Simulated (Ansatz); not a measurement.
In doubt: masses and optical values from hybrid runs of this build are listed as unsure, which bears on the screening that GW takes from such a start.

Rows from a G0W0 calculation on SiO2 (I-42d) (Ansatz 0.2.0; G0W0 on HSE06, plane waves, PAW; PAW set soft_1; 4×4×4 mesh, 191 empty bands, screening to 100 eV, PAW set soft_1 files), in eV. Spin-orbit coupling is left out.

| row | Σx | Σc | Vxc | Z |
| --- | --- | --- | --- | --- |
| A | -5.21 | -3.35 | -9.71 | 0.89 |
| B | -26.47 | 3.77 | -21.81 | 0.84 |
| C | -6.58 | -2.97 | -10.50 | 0.89 |

Q: Which rows are filled states and which are empty ones, and how can one tell?

Filled: B. Empty: A and C. The sign of Σc tells: for a filled state bare exchange, which holds its interaction with itself, lies below Vxc (Σx − Vxc is -4.7 eV or lower here) and screening gives part back as a positive Σc. For an empty state Σx lies above Vxc (+3.9 eV or more) and the Coulomb hole leaves Σc negative.

[Runs of the session that timed out or met a known fault of the program may be left out.]

[Cells called generated may have been cut or substituted from an entry of the Crystallography Open Database or the Materials Project.]

[Hosts, paths, dates, database ids (printed as entryN), source tags and the programs' standing remarks are cut or masked in the printed files.]
